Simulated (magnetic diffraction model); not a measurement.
**Magnetic neutron pattern of DyLu4TaNi2**

Space group I4/mcm (no. 140), a = 7.3040 Å, c = 12.4410 Å.

```csv
site,atom,x,y,z
4a,Ta,1/2,1/2,1/4
16l,Lu,0.1544,0.6544,0.1332
4c,Dy,0,0,0
8h,Ni,0.8715,0.6285,0
```

The compound is invented for this exercise: a known structure type with other elements, its cell scaled to their sizes and not relaxed.

Only Dy is taken to order (form factors of Dy3+); orders and moment sizes are assumed, and not adapted to the symmetry. Radiation: neutrons of λ = 2.567 Å (absorption by Dy left out), 1.5° to 85°; isotropic B of 0.48 Å² (Ta), 0.38 Å² (Lu), 0.48 Å² (Dy) and 0.56 Å² (Ni). The intensities are simulated: I ∝ L Σ (|F_N|² + |F_M⊥|²) for unpolarised neutrons, with F_M = 2.695 fm/μB × Σ f(s) S exp(2πi Q·r) exp(−B s²) at Q = H ± k (one set where k and −k are equivalent), only the part normal to Q counting and L = 1/(sin²θ cos θ). For a modulated order the moment at position r is S exp(−2πi k·r) + c.c., with S = m/2 for a sine wave of amplitude m and S = m(u + iv)/2 for moments turning in a plane, u and v being orthogonal unit vectors in it; the phase factor of the sum at Q = H + k is then exp(2πi H·r). Form factors are spin-only for 3d ions and dipole or tabulated for f ions, scattering lengths are Sears's of 1992, and absorption is left out. A label names one of the reflections at its angle. The strongest nuclear line in the range is 100, and lines under 0.2 are left out.

Assume the order k = (0 1/6 0), a sine wave with moments along [010] (amplitudes given), 9.1 μB on Dy; signs + at (0, 0, 0), − at (1/2, 1/2, 0).

Q: Where does magnetic intensity appear, and how strong is it?

| 2θ (°) | index | nuclear | magnetic |
| --- | --- | --- | --- |
| 20.64 | (0 5/6 1) | 0.0 | 7.8 |
| 23.76 | (1 1/6 1) | 0.0 | 34.8 |
| 23.82 | (0 0 2) | 47.5 | 0.0 |
| 26.54 | (0 7/6 1) | 0.0 | 2.9 |
| 28.78 | (1 1 0) | 1.9 | 0.0 |
| 40.05 | (0 5/6 3) | 0.0 | 4.9 |
| 41.15 | (2 0 0) | 6.9 | 0.0 |
| 41.85 | (1 1/6 3) | 0.0 | 10.8 |
| 43.59 | (0 7/6 3) | 0.0 | 3.5 |
| 44.82 | (1 11/6 1) | 0.0 | 2.7 |
| 46.47 | (2 5/6 1) | 0.0 | 7.5 |
| 48.10 | (2 0 2) | 6.9 | 0.0 |
| 48.74 | (0 0 4) | 4.2 | 0.0 |
| 49.64 | (2 7/6 1) | 0.0 | 5.8 |
| 51.17 | (1 13/6 1) | 0.0 | 1.6 |
| 57.38 | (1 11/6 3) | 0.0 | 3.0 |
| 57.60 | (1 1 4) | 26.3 | 0.0 |
| 58.77 | (2 5/6 3) | 0.0 | 4.8 |
| 59.61 | (2 2 0) | 17.9 | 0.0 |
| 60.02 | (2 1 3) | 100.0 | 0.0 |
| 61.49 | (2 7/6 3) | 0.0 | 4.0 |
| 62.82 | (1 13/6 3) | 0.0 | 2.1 |
| 64.85 | (0 5/6 5) | 0.0 | 2.0 |
| 65.09 | (3 1/6 1) | 0.0 | 4.2 |
| 65.12 | (2 2 2) | 3.8 | 0.0 |
| 65.65 | (2 0 4) | 44.5 | 0.0 |
| 66.15 | (1 1/6 5) | 0.0 | 4.1 |
| 67.43 | (0 7/6 5) | 0.0 | 1.7 |
| 67.52 | (3 1 0) | 98.8 | 0.0 |
| 71.78 | (0 17/6 3) | 0.0 | 0.5 |
| 72.71 | (3 1 2) | 25.3 | 0.0 |
| 75.47 | (3 1/6 3) | 0.0 | 3.1 |
| 76.36 | (2 17/6 1) | 0.0 | 1.1 |
| 76.49 | (0 0 6) | 12.7 | 0.0 |
| 77.57 | (3 11/6 1) | 0.0 | 2.1 |
| 78.55 | (1 11/6 5) | 0.0 | 2.1 |
| 79.10 | (0 19/6 3) | 0.0 | 0.3 |
| 79.75 | (2 5/6 5) | 0.0 | 2.6 |
| 79.87 | (3 2 1) | 5.4 | 0.0 |
| 80.48 | (2 2 4) | 12.5 | 0.0 |
| 80.85 | (2 1 5) | 41.6 | 0.0 |
| 82.14 | (2 7/6 5) | 0.0 | 2.4 |
| 82.36 | (3 13/6 1) | 0.0 | 1.7 |
| 83.33 | (1 13/6 5) | 0.0 | 1.7 |
| 83.55 | (2 19/6 1) | 0.0 | 0.8 |
| 83.68 | (1 1 6) | 0.2 | 0.0 |

The strongest magnetic line in the range is (1 1/6 1) at 23.76° (34.8). On top of the Lorentz factor, which all lines share, magnetic lines fade with angle because f falls: for Dy3+ it is 0.96, 0.84, 0.69 and 0.41 at sin θ/λ = 0.1, 0.2, 0.3 and 0.5 Å⁻¹, while nuclear lengths stay constant. The order has no net moment.

[Logs are printed without paths, hosts, clocks, repeated set-up lines and the standing remarks that a program may print on its own settings, such as how far it seeks lower states.]
